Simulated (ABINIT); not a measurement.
# CsPbI2Br (P4/mmm): G0W0 in ABINIT against the wavefunction cutoff in GW

How does the gap of CsPbI2Br (P4/mmm) converge in the wavefunction cutoff in GW?

Program: ABINIT 10.8.3. Level of theory: PBE and many-body steps on it, plane waves. Results are calculated unless marked as measured.

## 1. Set-up

Symmetry: P4/mmm, No. 123, tetragonal system. The conventional cell has a = 6.375 Å, b = 6.375 Å, c = 5.962 Å, α = 90.00°, β = 90.00°, γ = 90.00°. Nearest to Cs lie 8 I at 4.36 Å and 4 Br at 4.51 Å. Nearest to Pb lie 2 Br at 2.98 Å and 4 I at 3.19 Å. Nearest to I lie 2 Pb at 3.19 Å and 4 Cs at 4.36 Å. Br has 2 Pb at 2.98 Å and 4 Cs at 4.51 Å nearest. Farther neighbours and most contacts between anions are not listed.

As a file:

```cif
data_structure
_symmetry_space_group_name_H-M 'P4/mmm'
_symmetry_Int_Tables_number 123
_cell_length_a 6.3753
_cell_length_b 6.3753
_cell_length_c 5.9622
_cell_angle_alpha 90.000
_cell_angle_beta 90.000
_cell_angle_gamma 90.000
_cell_volume 242.33
loop_
_atom_site_label
_atom_site_type_symbol
_atom_site_symmetry_multiplicity
_atom_site_Wyckoff_symbol
_atom_site_fract_x
_atom_site_fract_y
_atom_site_fract_z
_atom_site_occupancy
Cs1 Cs 1 d 0.50000 0.50000 0.50000 1
Pb1 Pb 1 a 0.00000 0.00000 0.00000 1
I1 I 2 f 0.00000 0.50000 0.00000 1
Br1 Br 1 b 0.00000 0.00000 0.50000 1
```

The cell and positions are those that the Materials Project relaxed with its own functionals (PBE, PBE+U or r2SCAN), kept fixed. Spin-orbit coupling is left out unless a step names it.

## 2. Screening, 2×2×2 mesh, 99 bands, screening to 106.1 eV

This step: ABINIT 10.8.3; RPA screening on PBE, plane waves, norm-conserving pseudopotentials.

The RPA dielectric matrix is built and inverted for each q.

Input file run.abi:

```
acell 3*1.0 Angstrom
rprim 
  6.375296000000 0.000000000000 0.000000000000
  0.000000000000 6.375296000000 0.000000000000
  0.000000000000 0.000000000000 5.962220000000
ntypat 4
znucl 55 82 53 35
natom 5
typat 1 2 3 3 4
xred 
  0.500000000000 0.500000000000 0.500000000000
  0.000000000000 0.000000000000 0.000000000000
  0.000000000000 0.500000000000 0.000000000000
  0.500000000000 0.000000000000 0.000000000000
  0.000000000000 0.000000000000 0.500000000000
pp_dirpath "pseudos"
pseudos "Cs.upf, Pb.upf, I.upf, Br.upf"
ecut 31
ngkpt 2 2 2
nshiftk 1
shiftk 0 0 0
kptopt 1
chksymbreak 0
istwfk *1
occopt 1
irdwfk 1
optdriver 3
nband 99
ecuteps 3.9
inclvkb 2
awtr 1
symchi 1
ecutwfn 9.3
indata_prefix "in"
outdata_prefix "out"
tmpdata_prefix "tmp"
```

Run with:

```
$ OMP_NUM_THREADS=1 mpirun -n 4 abinit run.abi > log
```

The program printed:

```text
.Version 10.8.3 of ABINIT. v10.8.2 released Aug 2026.

 Symmetries : space group P4/m m m (#123); Bravais tP (primitive tetrag.)
[... echo of the input left out ...]
== DATASET  1 ==================================================================
-   mpi_nproc: 4, omp_nthreads: 1 (-1 if OMP is not activated)

--- !DatasetInfo
iteration_state: {dtset: 1, }
dimensions: {natom: 5, nkpt: 6, mband: 99, nsppol: 1, nspinor: 1, nspden: 1, mpw: 2264, }
cutoff_energies: {ecut:   9.3, pawecutdg:  -1.0, }
electrons: {nelect:   4.40000000E+01, charge:   0.00000000E+00, occopt:   1.00000000E+00, tsmear:   1.00000000E-02, }

 SCREENING: Calculation of the susceptibility and dielectric matrices

 Based on a program developped by R.W. Godby, V. Olevano, G. Onida, and L. Reining.
 Incorporated in ABINIT by V. Olevano, G.-M. Rignanese, and M. Torrent.
.Using double precision arithmetic ; gwpc =  8

[... cell and pseudopotentials left out ...]
--------------------------------------------------------------------------------

 ==== K-mesh for the wavefunctions ====
 Number of points in the irreducible wedge :     6
[... list of points left out ...]
 Together with 16 symmetry operations and time-reversal symmetry
 yields     8 points in the full Brillouin Zone.

 ==== Q-mesh for the screening function ====
 Number of points in the irreducible wedge :     6
[... list of points left out ...]
 Together with 16 symmetry operations and time-reversal symmetry
 yields     8 points in the full Brillouin Zone.

 setmesh: FFT mesh size selected  =    27x   27x   25
          total number of points  =        18225

 vcoul_init : cutoff-mode = AUXILIARY_FUNCTION
 q-points for optical limit:   1
     1)      0.000010    0.000020    0.000030

- screening: taking advantage of time-reversal symmetry
- Maximum band index for partially occupied states nbvw = 22
- Remaining bands to be divided among processors   nbcw = 77
- Number of bands treated by each node ~19

 Number of electrons calculated from density =   43.6980; Expected =   44.0000
 average of density, n =  0.026721
 r_s =    2.0750
 omega_plasma =   15.7683 [eV]

 calculating chi0 at frequencies [eV] :
  1    0.000000E+00    0.000000E+00
  2    0.000000E+00    1.576826E+01

--------------------------------------------------------------------------------
  q-point number  1        q = ( 0.000000, 0.000000, 0.000000) [r.l.u.]
--------------------------------------------------------------------------------
[... chi0 elements left out ...]
 For q-point:  0.000010 0.000020 0.000030
  dielectric constant =   9.9048
  dielectric constant without local fields =  11.4451

  Average fulfillment of the sum rule on Im[epsilon] for q-point    1 :     59.42  [%]
[... wings left out ...]
  q-point number  2        q = ( 0.500000, 0.000000, 0.000000) [r.l.u.]
--------------------------------------------------------------------------------
[... chi0 elements left out ...]
  Average fulfillment of the sum rule on Im[epsilon] for q-point    2 :     70.67  [%]

 [... 4 further q-points ...]
```

Elapsed: 14 s, on 4 MPI ranks of Intel Xeon 6975P-C (Granite Rapids), shared host; peak memory 0.72 GiB.

This step gave:

| Quantity | Value |
| --- | --- |
| ε∞ with local fields, on this mesh, along the program's q direction | 9.905 |
| the same without local fields | 11.45 |
| plasma frequency | 15.77 eV |
| plane waves in the screening matrix | 603 |

Local fields lower ε∞ by 13 %. On a Γ-centred mesh this coarse the value itself is usually too large, while a short band sum pulls it down.

## 3. 9.3 Ha

This step: G0W0 on PBE, plane waves, norm-conserving pseudopotentials.

run.abi, as its differences from that of step 2:

```diff
@@ -26,8 +26,17 @@
 irdwfk 1
-optdriver 3
+optdriver 4
 nband 99
+gwcalctyp 0
+ecutsigx 9.3
+symsigma 1
+nkptgw 2
+kptgw 
+  0.5000000000 0.5000000000 0.5000000000
+  0.0000000000 0.0000000000 0.0000000000
+bdgw 
+  21 24
+  21 24
 ecuteps 3.9
-inclvkb 2
-awtr 1
-symchi 1
+irdscr 1
+ppmodel 1
 ecutwfn 9.3
```

The program printed:

```text
.Version 10.8.3 of ABINIT. v10.8.2 released Aug 2026.

 Symmetries : space group P4/m m m (#123); Bravais tP (primitive tetrag.)
[... echo of the input left out ...]
== DATASET  1 ==================================================================
-   mpi_nproc: 4, omp_nthreads: 1 (-1 if OMP is not activated)

--- !DatasetInfo
iteration_state: {dtset: 1, }
dimensions: {natom: 5, nkpt: 6, mband: 99, nsppol: 1, nspinor: 1, nspden: 1, mpw: 2264, }
cutoff_energies: {ecut:   9.3, pawecutdg:  -1.0, }
electrons: {nelect:   4.40000000E+01, charge:   0.00000000E+00, occopt:   1.00000000E+00, tsmear:   1.00000000E-02, }

 SIGMA: Calculation of the GW corrections

 Based on a program developped by R.W. Godby, V. Olevano, G. Onida, and L. Reining.
 Incorporated in ABINIT by V. Olevano, G.-M. Rignanese, and M. Torrent.
.Using double precision arithmetic ; gwpc =  8

[... cell and pseudopotentials left out ...]
--------------------------------------------------------------------------------

 ==== K-mesh for the wavefunctions ====
 Number of points in the irreducible wedge :     6
[... list of points left out ...]
 Together with 16 symmetry operations and time-reversal symmetry
 yields     8 points in the full Brillouin Zone.

 ==== Q-mesh for screening function ====
 Number of points in the irreducible wedge :     6
[... list of points left out ...]
 Together with 16 symmetry operations and time-reversal symmetry
 yields     8 points in the full Brillouin Zone.

 vcoul_init : cutoff-mode = AUXILIARY_FUNCTION
 q-points for optical limit:   1
     1)      0.000010    0.000020    0.000030
 setmesh: FFT mesh size selected  =    36x   36x   32
          total number of points  =        41472

 Number of electrons calculated from density =   43.6980; Expected =   44.0000
 average of density, n =  0.026721
 r_s =    2.0750
 omega_plasma =   15.7683 [eV]

 === KS Band Gaps ===
  >>>> For spin  1
   Minimum direct gap =   1.4643 [eV], located at k-point      :   0.5000  0.5000  0.5000
   Fundamental gap    =   1.4643 [eV], Top of valence bands at :   0.5000  0.5000  0.5000
                                       Bottom of conduction at :   0.5000  0.5000  0.5000
 SIGMA fundamental parameters:
 PLASMON POLE MODEL  1
 number of plane-waves for SigmaX                 2219
 number of plane-waves for SigmaC and W            603
 number of plane-waves for wavefunctions          2219
 number of bands                                    99
 number of independent spin polarizations            1
 number of spinorial components                      1
 number of k-points in IBZ                           6
 number of q-points in IBZ                           6
 number of symmetry operations                      16
 number of k-points in BZ                            8
 number of q-points in BZ                            8
 number of frequencies for dSigma/dE                 9
 frequency step for dSigma/dE [eV]                0.25
 number of omega for Sigma on real axis              0
 max omega for Sigma on real axis  [eV]           0.00
 zcut for avoiding poles [eV]                     0.10

 EPSILON^-1 parameters (SCR file):
 dimension of the eps^-1 matrix on file            603
 dimension of the eps^-1 matrix used               603
 number of plane-waves for wavefunctions          2219
 number of bands                                    99
 number of q-points in IBZ                           6
 number of frequencies                               2
 number of real frequencies                          1
 number of imag frequencies                          1

 matrix elements of self-energy operator (all in [eV])

 Perturbative Calculation

--- !SelfEnergy_ee
iteration_state: {dtset: 1, }
kpoint     : [   0.500,    0.500,    0.500, ]
spin       : 1
KS_gap     :    1.464
QP_gap     :    2.058
Delta_QP_KS:    0.594
data: !SigmaeeData |
     Band     E0 <VxcDFT>   SigX SigC(E0)      Z dSigC/dE  Sig(E)    E-E0       E
       21   0.212 -11.205 -13.986   2.515   0.780  -0.282 -11.412  -0.207   0.004
       22   1.059 -12.723 -14.731   1.968   0.791  -0.264 -12.755  -0.032   1.027
       23   2.524  -9.502  -6.491  -2.311   0.802  -0.247  -8.940   0.562   3.086
       24   2.524  -9.502  -6.491  -2.311   0.802  -0.247  -8.940   0.562   3.086

--- !SelfEnergy_ee
iteration_state: {dtset: 1, }
kpoint     : [   0.000,    0.000,    0.000, ]
spin       : 1
KS_gap     :    4.416
QP_gap     :    5.072
Delta_QP_KS:    0.656
data: !SigmaeeData |
     Band     E0 <VxcDFT>   SigX SigC(E0)      Z dSigC/dE  Sig(E)    E-E0       E
       21  -0.204 -11.081 -13.973   2.565   0.777  -0.286 -11.335  -0.255  -0.458
       22  -0.204 -11.081 -13.973   2.565   0.777  -0.286 -11.335  -0.255  -0.458
       23   4.212  -5.734  -2.337  -2.914   0.832  -0.203  -5.333   0.401   4.614
       24   5.103  -6.014  -2.566  -2.837   0.830  -0.205  -5.508   0.507   5.610

== END DATASET(S) ==============================================================
================================================================================

 -outvars: echo values of variables after computation  --------
           etotal      0.0000000000E+00
            nband          99
             nkpt           6
          spgroup         123
 [... the other variables as echoed above ...]

 Calculation completed.
```

The job ended after 16 s (4 MPI ranks; peak memory 1.1 GiB; 63 s of CPU time).

This step gave:

| Property | Result |
| --- | --- |
| G0W0 gap on the points computed | 2.059 eV |
| starting gap on the mesh | 1.465 eV |
| k of the valence top | 0.5, 0.5, 0.5 |
| k of the conduction bottom | 0.5, 0.5, 0.5 |
| Z at the valence top | 0.791 |
| Z at the conduction bottom | 0.802 |
| least direct G0W0 gap on the computed points | 2.059 eV |

## 4. Screening, 2×2×2 mesh, 99 bands, screening to 106.1 eV

This step: RPA screening on PBE, plane waves, norm-conserving pseudopotentials.

run.abi, as its differences from that of step 3:

```diff
@@ -26,18 +26,9 @@
 irdwfk 1
-optdriver 4
+optdriver 3
 nband 99
-gwcalctyp 0
-ecutsigx 9.3
-symsigma 1
-nkptgw 2
-kptgw 
-  0.5000000000 0.5000000000 0.5000000000
-  0.0000000000 0.0000000000 0.0000000000
-bdgw 
-  21 24
-  21 24
 ecuteps 3.9
-irdscr 1
-ppmodel 1
-ecutwfn 9.3
+inclvkb 2
+awtr 1
+symchi 1
+ecutwfn 15.5
 indata_prefix "in"
```

The program printed:

```text
.Version 10.8.3 of ABINIT. v10.8.2 released Aug 2026.

 Symmetries : space group P4/m m m (#123); Bravais tP (primitive tetrag.)
[... echo of the input left out ...]
== DATASET  1 ==================================================================
-   mpi_nproc: 4, omp_nthreads: 1 (-1 if OMP is not activated)

--- !DatasetInfo
iteration_state: {dtset: 1, }
dimensions: {natom: 5, nkpt: 6, mband: 99, nsppol: 1, nspinor: 1, nspden: 1, mpw: 4788, }
cutoff_energies: {ecut:  15.5, pawecutdg:  -1.0, }
electrons: {nelect:   4.40000000E+01, charge:   0.00000000E+00, occopt:   1.00000000E+00, tsmear:   1.00000000E-02, }

 SCREENING: Calculation of the susceptibility and dielectric matrices

 Based on a program developped by R.W. Godby, V. Olevano, G. Onida, and L. Reining.
 Incorporated in ABINIT by V. Olevano, G.-M. Rignanese, and M. Torrent.
.Using double precision arithmetic ; gwpc =  8

[... cell and pseudopotentials left out ...]
--------------------------------------------------------------------------------

 ==== K-mesh for the wavefunctions ====
 Number of points in the irreducible wedge :     6
[... list of points left out ...]
 Together with 16 symmetry operations and time-reversal symmetry
 yields     8 points in the full Brillouin Zone.

 ==== Q-mesh for the screening function ====
 Number of points in the irreducible wedge :     6
[... list of points left out ...]
 Together with 16 symmetry operations and time-reversal symmetry
 yields     8 points in the full Brillouin Zone.

 setmesh: FFT mesh size selected  =    36x   36x   30
          total number of points  =        38880

 vcoul_init : cutoff-mode = AUXILIARY_FUNCTION
 q-points for optical limit:   1
     1)      0.000010    0.000020    0.000030

- screening: taking advantage of time-reversal symmetry
- Maximum band index for partially occupied states nbvw = 22
- Remaining bands to be divided among processors   nbcw = 77
- Number of bands treated by each node ~19

 Number of electrons calculated from density =   43.9887; Expected =   44.0000
 average of density, n =  0.026899
 r_s =    2.0704
 omega_plasma =   15.8206 [eV]

 calculating chi0 at frequencies [eV] :
  1    0.000000E+00    0.000000E+00
  2    0.000000E+00    1.582062E+01

--------------------------------------------------------------------------------
  q-point number  1        q = ( 0.000000, 0.000000, 0.000000) [r.l.u.]
--------------------------------------------------------------------------------
[... chi0 elements left out ...]
 For q-point:  0.000010 0.000020 0.000030
  dielectric constant =   9.9107
  dielectric constant without local fields =  11.4503

  Average fulfillment of the sum rule on Im[epsilon] for q-point    1 :     59.27  [%]
[... wings left out ...]
  q-point number  2        q = ( 0.500000, 0.000000, 0.000000) [r.l.u.]
--------------------------------------------------------------------------------
[... chi0 elements left out ...]
  Average fulfillment of the sum rule on Im[epsilon] for q-point    2 :     70.40  [%]

 [... 4 further q-points ...]
```

Run time: 26 s. Hardware: 4 MPI ranks; peak memory 1.1 GiB.

Numbers from this step:

- ε∞ with local fields, on this mesh, along the program's q direction: 9.911
- the same without local fields: 11.45
- plasma frequency: 15.82 eV
- plane waves in the screening matrix: 603

## 5. 15.5 Ha

The self-energy is evaluated for the states that the input lists, and the levels follow from it, in one-shot runs by the linearised quasiparticle equation.

This step: G0W0 on PBE, plane waves, norm-conserving pseudopotentials.

run.abi, as its differences from that of step 4:

```diff
@@ -26,8 +26,17 @@
 irdwfk 1
-optdriver 3
+optdriver 4
 nband 99
+gwcalctyp 0
+ecutsigx 15.5
+symsigma 1
+nkptgw 2
+kptgw 
+  0.5000000000 0.5000000000 0.5000000000
+  0.0000000000 0.0000000000 0.0000000000
+bdgw 
+  21 24
+  21 24
 ecuteps 3.9
-inclvkb 2
-awtr 1
-symchi 1
+irdscr 1
+ppmodel 1
 ecutwfn 15.5
```

The program printed:

```text
.Version 10.8.3 of ABINIT. v10.8.2 released Aug 2026.

 Symmetries : space group P4/m m m (#123); Bravais tP (primitive tetrag.)
[... echo of the input left out ...]
== DATASET  1 ==================================================================
-   mpi_nproc: 4, omp_nthreads: 1 (-1 if OMP is not activated)

--- !DatasetInfo
iteration_state: {dtset: 1, }
dimensions: {natom: 5, nkpt: 6, mband: 99, nsppol: 1, nspinor: 1, nspden: 1, mpw: 4788, }
cutoff_energies: {ecut:  15.5, pawecutdg:  -1.0, }
electrons: {nelect:   4.40000000E+01, charge:   0.00000000E+00, occopt:   1.00000000E+00, tsmear:   1.00000000E-02, }

 SIGMA: Calculation of the GW corrections

 Based on a program developped by R.W. Godby, V. Olevano, G. Onida, and L. Reining.
 Incorporated in ABINIT by V. Olevano, G.-M. Rignanese, and M. Torrent.
.Using double precision arithmetic ; gwpc =  8

[... cell and pseudopotentials left out ...]
--------------------------------------------------------------------------------

 ==== K-mesh for the wavefunctions ====
 Number of points in the irreducible wedge :     6
[... list of points left out ...]
 Together with 16 symmetry operations and time-reversal symmetry
 yields     8 points in the full Brillouin Zone.

 ==== Q-mesh for screening function ====
 Number of points in the irreducible wedge :     6
[... list of points left out ...]
 Together with 16 symmetry operations and time-reversal symmetry
 yields     8 points in the full Brillouin Zone.

 vcoul_init : cutoff-mode = AUXILIARY_FUNCTION
 q-points for optical limit:   1
     1)      0.000010    0.000020    0.000030
 setmesh: FFT mesh size selected  =    45x   45x   40
          total number of points  =        81000

 Number of electrons calculated from density =   43.9887; Expected =   44.0000
[...]
number of omega for Sigma on real axis              0
 max omega for Sigma on real axis  [eV]           0.00
 zcut for avoiding poles [eV]                     0.10

 EPSILON^-1 parameters (SCR file):
 dimension of the eps^-1 matrix on file            603
 dimension of the eps^-1 matrix used               603
 number of plane-waves for wavefunctions          4743
 number of bands                                    99
 number of q-points in IBZ                           6
 number of frequencies                               2
 number of real frequencies                          1
 number of imag frequencies                          1

 matrix elements of self-energy operator (all in [eV])

 Perturbative Calculation

--- !SelfEnergy_ee
iteration_state: {dtset: 1, }
kpoint     : [   0.500,    0.500,    0.500, ]
spin       : 1
KS_gap     :    1.464
QP_gap     :    2.040
Delta_QP_KS:    0.576
data: !SigmaeeData |
     Band     E0 <VxcDFT>   SigX SigC(E0)      Z dSigC/dE  Sig(E)    E-E0       E
       21   0.212 -11.202 -13.988   2.515   0.781  -0.281 -11.413  -0.211   0.000
       22   1.059 -12.730 -14.704   1.973   0.791  -0.265 -12.731  -0.000   1.059
       23   2.524  -9.504  -6.469  -2.317   0.802  -0.247  -8.929   0.575   3.099
[...]
--- !SelfEnergy_ee
iteration_state: {dtset: 1, }
kpoint     : [   0.000,    0.000,    0.000, ]
spin       : 1
KS_gap     :    4.416
QP_gap     :    5.058
Delta_QP_KS:    0.642
data: !SigmaeeData |
     Band     E0 <VxcDFT>   SigX SigC(E0)      Z dSigC/dE  Sig(E)    E-E0       E
[...]
23   4.212  -5.717  -2.343  -2.914   0.832  -0.202  -5.335   0.382   4.595
       24   5.103  -5.997  -2.567  -2.838   0.830  -0.205  -5.506   0.491   5.595

== END DATASET(S) ==============================================================
================================================================================

 -outvars: echo values of variables after computation  --------
           etotal      0.0000000000E+00
            nband          99
             nkpt           6
          spgroup         123
 [... the other variables as echoed above ...]

 Calculation completed.
```

Elapsed: 16 s, on 4 MPI ranks; peak memory 1.3 GiB; 65 s of CPU time.

Numbers from this step:

| Quantity | Value |
| --- | --- |
| G0W0 gap on the points computed | 2.04 eV |
| starting gap on the mesh | 1.465 eV |
| k of the valence top | 0.5, 0.5, 0.5 |
| k of the conduction bottom | 0.5, 0.5, 0.5 |
| Z at the valence top | 0.791 |
| Z at the conduction bottom | 0.802 |
| least direct G0W0 gap on the computed points | 2.04 eV |

The gap on the mesh goes from 1.46 eV to 2.04 eV, a correction of +0.58 eV.

(Part 1 of 2 ends here.)

[Paths, hosts, dates, memory and timing lines, banners, echoed tables and standing remarks are left out of the program output.]

[Logs are printed without paths, hosts, clocks, repeated set-up lines and the standing remarks that a program may print on its own settings, such as how far it seeks lower states.]

[Runs of the session that timed out or met a known fault of the program may be left out.]

[Hosts, paths, dates, database ids (printed as entryN), source tags and the programs' standing remarks are cut or masked in the printed files.]

[G0W0 gaps are taken among the corrected bands and points alone; a level outside them can change the order at an edge.]

[Where Ansatz stands beside ABINIT at settings called matched, ABINIT's density can come from a denser mesh and the files from another edition; pairs whose starting gaps differed by over 0.03 eV were left out, so agreement reads better than it is.]
